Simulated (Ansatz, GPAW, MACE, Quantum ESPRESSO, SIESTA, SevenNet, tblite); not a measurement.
# SIESTA runs on random packing of 32SiO2-39SiC-29C (mol %) (83 atoms), part 2 of 2

How do the settings of SIESTA change the result for random packing of 32SiO2-39SiC-29C (mol %) (83 atoms)? A plane-wave run serves as the yardstick.

Program: SIESTA 5.4.2; the method stands at each step. Banners, paths, timers and routine set-up lines are dropped from the logs unmarked, and long logs keep their key lines alone; longer cuts are marked. The potentials were converted by us to PSML.

So far. Step 2 (PBE, DZP, shift 0.01 Ry, mesh 500 Ry): Forces lie 12 % from the reference's, at 1.5 times its CPU time (on 2 against 4 cores). Step 3 (PBE, SZP, shift 0.01 Ry, mesh 500 Ry): Against the first run (12 %), the force difference from the reference is 42 %, at 0.78 times the CPU time, with 747 basis functions against 1079: the smaller basis costs accuracy.

### Step 4. PBE, DZ, shift 0.01 Ry, mesh 500 Ry

Method: Kohn-Sham DFT, PBE, PseudoDojo 0.4.1 norm-conserving pseudopotentials (converted to PSML), numerical atomic orbitals (DZ), diagonalisation.

Contents of input.fdf:

```
SystemLabel cell
NumberOfAtoms 83
NumberOfSpecies 3
%block ChemicalSpeciesLabel
  1 14 Si
  2 8 O
  3 6 C
%endblock ChemicalSpeciesLabel
LatticeConstant 1.0 Ang
%block LatticeVectors
  9.66570 0.00000 0.00000
  0.00000 9.66570 0.00000
  0.00000 0.00000 9.66570
%endblock LatticeVectors
PAO.BasisSize DZ
PAO.EnergyShift 0.01 Ry
XC.Functional GGA
XC.Authors PBE
MeshCutoff 500 Ry
%block kgrid_Monkhorst_Pack
  1 0 0 0.0
  0 1 0 0.0
  0 0 1 0.0
%endblock kgrid_Monkhorst_Pack
SolutionMethod diagon
OccupationFunction FD
ElectronicTemperature 580 K
SCF.Mixer.Method Pulay
SCF.Mixer.Weight 0.05
SCF.Mixer.History 8
SCF.Mix Hamiltonian
MaxSCFIterations 300
SCF.DM.Tolerance 1e-04
SCF.H.Tolerance 1.0e-3 eV
WriteForces T
Write.HirshfeldPop T
Write.VoronoiPop T
Write.DM F
Write.H F
XML.Write F
AtomicCoordinatesFormat Fractional
%block AtomicCoordinatesAndAtomicSpecies
[... 83 atom lines left out: the same atoms as in the first run ...]
%endblock AtomicCoordinatesAndAtomicSpecies
```

Run with:

```console
OMP_NUM_THREADS=1 mpirun -np 2 siesta < input.fdf > output.txt
```

What it wrote:

```text
Version         : 5.4.2
reinit: System Name:
reinit: System Label: cell
initatom: Reading input for the pseudopotentials and atomic orbitals ----------
Species number:   1 Atomic number:   14 Label: Si
Species number:   2 Atomic number:    8 Label: O
Species number:   3 Atomic number:    6 Label: C
Ground state valence configuration (from tables):   3s02  3p02  3d00  4f00
Ground state valence configuration (from tables):   2s02  2p04  3d00  4f00
Ground state valence configuration (from tables):   2s02  2p02  3d00  4f00
---- Processing specs for species: Si
GGA--PBE XC_GGA_X_PBE--XC_GGA_C_PBE pb
---- Processing specs for species: O
GGA--PBE XC_GGA_X_PBE--XC_GGA_C_PBE pb
---- Processing specs for species: C
GGA--PBE XC_GGA_X_PBE--XC_GGA_C_PBE pb
[... lines left out ...]
Total number of electrons:   384.000000
[... lines left out ...]
stepf: Fermi-Dirac step function
        iscf     Eharris(eV)        E_KS(eV)     FreeEng(eV)     dDmax    Ef(eV) dHmax(eV)
[... lines left out ...]
SCF Convergence by DM+H criterion
[... lines left out ...]
SCF cycle converged after 22 iterations
[... lines left out ...]
   Max    6.249693
[... lines left out ...]
   Max    6.249693    constrained
Stress tensor Voigt[x,y,z,yz,xz,xy] (kbar):     -187.71     -215.47     -212.28        2.33       -1.42       -9.89
[... lines left out ...]
siesta: Etot    =    -19386.014671
siesta: FreeEng =    -19386.292348
siesta: Final energy (eV):
siesta:  Band Struct. =   -4714.149196
siesta:       Kinetic =   11792.667518
siesta:       Hartree =    5869.286053
siesta:         Exch. =   -5207.391633
siesta:         Corr. =    -481.555285
siesta:   Exch.-corr. =   -5688.946918
siesta:  Ion-electron =  -22026.695870
siesta:       Ion-ion =   -9332.325454
siesta:         Total =  -19386.014671
siesta:         Fermi =      -3.719434
siesta: Stress tensor (static) (eV/Ang**3):
siesta:    -0.117159   -0.006174   -0.000888
siesta:    -0.006175   -0.134487    0.001453
siesta:    -0.000888    0.001453   -0.132494
siesta: Cell volume =        903.025335 Ang**3
siesta: Pressure (static):
siesta:                Solid            Molecule  Units
siesta:           0.00139460          0.00166942  Ry/Bohr**3
siesta:           0.12804639          0.15327949  eV/Ang**3
siesta:         205.15293594        245.58081998  kBar
    Orbital volume contribution        =          25.049584 eV
    (Free)E + p_basis*V_orbitals       =      -19361.242764 eV
    (Free)Eharris+ p_basis*V_orbitals  =      -19361.242758 eV
Hirshfeld Atomic Populations:
Atom #   charge [q] valence [e]  Species
     1     0.086318    3.913682  Si
     2     0.083721    3.916279  Si
     3     0.202234    3.797766  Si
[...]
30     0.003043    5.996957  O
    31     0.019754    5.980246  O
    32    -0.177954    6.177954  O
[...]
56    -0.002387    4.002387  C
    57     0.003886    3.996114  C
    58    -0.116987    4.116987  C
[...]
--------------------
 Total    -0.000024
Voronoi Atomic Populations:
Atom #   charge [q] valence [e]  Species
[...]
28     0.176713    3.823287  Si
    29     0.066814    3.933186  Si
[...]
54    -0.074674    6.074674  O
    55    -0.122766    6.122766  O
[...]
82    -0.044677    4.044677  C
    83    -0.057152    4.057152  C
--------------------
 Total    -0.000024
```

The job ended after 2.4 min (2 MPI ranks of Arm Neoverse V1, shared host; peak memory 1.6 GiB; 4.8 min of CPU time).

Compared with the plane-wave run:

- r.m.s. force component: 1.82 eV/Å
- r.m.s. difference of force components: 885.2 meV/Å
- longest difference of force vectors: 2932 meV/Å
- force difference over r.m.s. force: 58.84 %
- slope of forces against the reference's: 1.059
- correlation of force components: 0.8751
- pressure: 20.52 GPa
- pressure difference: 14 GPa

This is a coarse setting, run to see what it loses.

Against the first run (12 %), the force difference from the reference is 59 %, at 0.37 times the CPU time, with 664 basis functions against 1079: the smaller basis costs accuracy.

### Step 5. PBE, DZP, shift 0.01 Ry, mesh 100 Ry

Method: Kohn-Sham DFT, PBE, PseudoDojo 0.4.1 norm-conserving pseudopotentials (converted to PSML), numerical atomic orbitals (DZP), diagonalisation.

input.fdf, as its differences from that of step 4:

```diff
@@ -14,3 +14,3 @@
 %endblock LatticeVectors
-PAO.BasisSize DZ
+PAO.BasisSize DZP
 PAO.EnergyShift 0.01 Ry
@@ -18,3 +18,3 @@
 XC.Authors PBE
-MeshCutoff 500 Ry
+MeshCutoff 100 Ry
 %block kgrid_Monkhorst_Pack
```

Run with:

```console
OMP_NUM_THREADS=1 siesta < input.fdf > output.txt
```

What it wrote:

```text
Version         : 5.4.2
reinit: System Name:
reinit: System Label: cell
initatom: Reading input for the pseudopotentials and atomic orbitals ----------
Species number:   1 Atomic number:   14 Label: Si
Species number:   2 Atomic number:    8 Label: O
Species number:   3 Atomic number:    6 Label: C
Ground state valence configuration (from tables):   3s02  3p02  3d00  4f00
Ground state valence configuration (from tables):   2s02  2p04  3d00  4f00
Ground state valence configuration (from tables):   2s02  2p02  3d00  4f00
---- Processing specs for species: Si
[... lines left out ...]
        iscf     Eharris(eV)        E_KS(eV)     FreeEng(eV)     dDmax    Ef(eV) dHmax(eV)
[... lines left out ...]
SCF Convergence by DM+H criterion
[... lines left out ...]
SCF cycle converged after 22 iterations
[... lines left out ...]
   Max    4.946494
[... lines left out ...]
   Max    4.946494    constrained
Stress tensor Voigt[x,y,z,yz,xz,xy] (kbar):      -77.43      -98.54      -94.43       -6.09       -2.21      -11.78
[... lines left out ...]
siesta: FreeEng =    -19429.979965
[... lines left out ...]
siesta:         Fermi =      -3.976018
[... lines left out ...]
siesta:    -0.007354   -0.061507   -0.003800
siesta:    -0.001378   -0.003800   -0.058936
siesta: Cell volume =        903.025335 Ang**3
siesta: Pressure (static):
siesta:                Solid            Molecule  Units
siesta:           0.00061271          0.00096139  Ry/Bohr**3
siesta:           0.05625621          0.08827055  eV/Ang**3
siesta:          90.13239069        141.42501751  kBar
    Orbital volume contribution        =          37.338676 eV
    (Free)E + p_basis*V_orbitals       =      -19392.641288 eV
    (Free)Eharris+ p_basis*V_orbitals  =      -19392.641286 eV
Hirshfeld Atomic Populations:
Atom #   charge [q] valence [e]  Species
     1     0.062184    3.937816  Si
     2     0.067417    3.932583  Si
     3     0.167304    3.832696  Si
[...]
30     0.001894    5.998106  O
    31     0.022225    5.977775  O
    32    -0.144200    6.144200  O
[...]
56    -0.008696    4.008696  C
    57     0.008294    3.991706  C
    58    -0.096270    4.096270  C
[...]
--------------------
 Total    -0.000050
Voronoi Atomic Populations:
Atom #   charge [q] valence [e]  Species
[...]
28     0.169283    3.830717  Si
    29     0.047065    3.952935  Si
[...]
54    -0.076325    6.076325  O
    55    -0.119883    6.119883  O
[...]
82    -0.065247    4.065247  C
    83    -0.056482    4.056482  C
--------------------
 Total    -0.000048
```

The job ended after 91 s (1 thread; peak memory 0.52 GiB).

Compared with the plane-wave run:

* r.m.s. force component: 1.543 eV/Å
* r.m.s. difference of force components: 187.3 meV/Å
* longest difference of force vectors: 682.8 meV/Å
* force difference over r.m.s. force: 12.45 %
* slope of forces against the reference's: 1.018
* correlation of force components: 0.9928
* pressure: 9.013 GPa
* pressure difference: 2.502 GPa
* energy less the same-level run's: 2.098 meV/atom
* r.m.s. force difference from the same-level run: 18.37 meV/Å

This is a coarse setting, run to see what it loses.

Against the first run (12 %), the force difference from the reference is 12 %, at 0.12 times the CPU time (on 1 against 2 cores): the change moves forces by 18 meV/Å r.m.s., so most of the difference comes from elsewhere.

### Step 6. Side by side

Differences are against the plane-wave reference, forces as r.m.s. over components; share is that over the reference's r.m.s. force, slope the least-squares factor from reference forces to these. Total energies of different programs have different zeros and aren't compared.

| run | Δ force, r.m.s. (meV/Å) | share (%) | slope | Δ pressure (GPa) | cores | CPU time | memory (GiB) |
| --- | --- | --- | --- | --- | --- | --- | --- |
| reference | - | - | - | - | 4 | 8.8 min | 3.1 |
| SIESTA PBE, DZP, shift 0.01 Ry, mesh 500 Ry | 185 | 12.3 | 1.017 | 2.46 | 2 | 13 min | 2.5 |
| SIESTA PBE, SZP, shift 0.01 Ry, mesh 500 Ry (coarse) | 631 | 41.9 | 0.946 | 7.97 | 2 | 10 min | 2.2 |
| SIESTA PBE, DZ, shift 0.01 Ry, mesh 500 Ry (coarse) | 885 | 58.8 | 1.059 | 14.0 | 2 | 4.8 min | 1.6 |
| SIESTA PBE, DZP, shift 0.01 Ry, mesh 100 Ry (coarse) | 187 | 12.4 | 1.018 | 2.50 | 1 | 91 s | 0.52 |

Rows marked coarse were listed beforehand as settings not expected to be converged; some can still land near the reference.

CPU time is summed over cores on a shared host, where runs went side by side, so it is rough. Symmetry, cutoffs, thresholds, outputs and thread counts weren't matched or tuned between programs; memory under MPI is the largest rank's times the ranks.

Within one program, basis, potentials and functional, energies share a zero. Each run against its twin at the usual cutoff or grid and solver:

| run | twin | Δ energy (meV/atom) | Δ force, r.m.s. (meV/Å) | CPU time over the twin's |
| --- | --- | --- | --- | --- |
| SIESTA PBE, DZP, shift 0.01 Ry, mesh 100 Ry | DZP, shift 0.01 Ry, mesh 500 Ry | 2.10 | 18.4 | 0.12 (this twin ran on 2 cores) |

### Step 7. What came out

```
nearest in forces : a tie at 12 % of 2 runs: SIESTA PBE, DZP, shift 0.01 Ry, mesh 500 Ry; SIESTA PBE, DZP, shift 0.01 Ry, mesh 100 Ry (coarse)
```

The PBE run in local orbitals, coarse settings apart, differs by 12 % (SIESTA PBE, DZP, shift 0.01 Ry, mesh 500 Ry); basis, grid and potentials can all enter. Runs with settings chosen to be coarse differ by 12 % (SIESTA PBE, DZP, shift 0.01 Ry, mesh 100 Ry) to 59 % (SIESTA PBE, DZ, shift 0.01 Ry, mesh 500 Ry), their programs' other errors included. One electronic-structure run takes under half the reference's CPU time: SIESTA PBE, DZP, shift 0.01 Ry, mesh 100 Ry, at 12 % in 91 s against 8.8 min; its pressure misses by +2.5 GPa. In pressure, SIESTA PBE, DZ, shift 0.01 Ry, mesh 500 Ry misses by +14.0 GPa, at the same functional. The reference's pressure holds the uncorrected Pulay stress of its 60 Ry basis, so small pressure differences, and their order, may be the reference's own error. The reference's pressure of 6.5 GPa belongs to a cell and atoms that aren't relaxed at this level. The electronic-structure runs sample only Γ, in a cell whose shortest periodic width is 10 Å, which is coarse for a cell with partly filled levels.

[Also dropped from logs without a mark: logging warnings of Python, and SIESTA's first energy breakdown and zero terms.]

[Logs are printed without paths, hosts, clocks, repeated set-up lines and the standing remarks that a program may print on its own settings, such as how far it seeks lower states.]

[Hosts, paths, dates, database ids (printed as entryN), source tags and the programs' standing remarks are cut or masked in the printed files.]
